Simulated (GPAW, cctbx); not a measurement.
# TlW3: what bonding does to one electron reflection, worked out

TlW3, Pm-3m (no. 221), a = 4.0982 Å, b = 4.0982 Å, c = 4.0982 Å, α = 90.00°, β = 90.00°, γ = 90.00°.

| atom | mult. | x | y | z |
| --- | --- | --- | --- | --- |
| Tl1 | 1 | 0 | 0 | 0 |
| W1 | 3 | 1/2 | 1/2 | 0 |

The start was made by putting kin elements into a known structure type; the compound need not exist, or be stable, in this form.

A DFT run (GPAW, PBE, 450 eV, 6×6×6 k-points, Fermi–Dirac width 0.1 eV) gives the static X-ray structure factor of 111 as 252.219 e for the conventional cell; superposed free atoms give 252.693 e. **Problem.** Find the Fourier component V of the crystal potential and the two-beam extinction distance at 200 kV in both cases.

### 1. Geometry

The cell volume is Ω = 68.83 Å³ and d(111) = 2.3661 Å, so g = 1/d = 0.4226 Å⁻¹.

### 2. The nuclei

Electrons feel nuclei as well as electrons, so the nuclear charges are summed with the same phases.

Phase sums Σ exp(2πi h·x), turned so that the total is real and positive: Tl +1.000, W +3.000. Then F_Z = 81 × (+1.000) + 74 × (+3.000) = 303.00 e. The electron term has the same sign for this reflection.

### 3. Mott–Bethe

Poisson's equation, term by term, gives V = (e/4πε₀)(F_Z − F)/(πΩg²), with e/4πε₀ = 14.3996 V Å.

The prefactor is 14.3996 × 2.3661²/(π × 68.83) = 0.37281 V per electron. Free atoms: (303.00 − 252.693) × 0.37281 = 18.755 V. Crystal: (303.00 − 252.219) × 0.37281 = 18.932 V. F changes by -0.19 % and V by +0.9 %: the same 0.47 e is measured against F_Z − F = 50.3 e in place of F = 252.7 e.

### 4. Extinction distance

In the two-beam case ξ = 1/(λU) with U = 2γm₀eV/h², that is ξ = 150.41 V Å²/(γλV).

At 200 kV, λ = 0.02508 Å and γ = 1.3914. Free atoms: ξ = 230 Å. Crystal: ξ = 228 Å. The thickness fringes go as sin²(πt/ξ), so the two patterns slip by a quarter of a period when t|1/ξ₁ − 1/ξ₀| = 1/4, at t ≈ 610 nm. Thermal motion, absorption and many-beam coupling, left out here, change a real pattern.

### 5. Answer

V(111) is 18.93 V against 18.75 V, and ξ is 228 against 230 Å. Limits: static atoms, two beams.
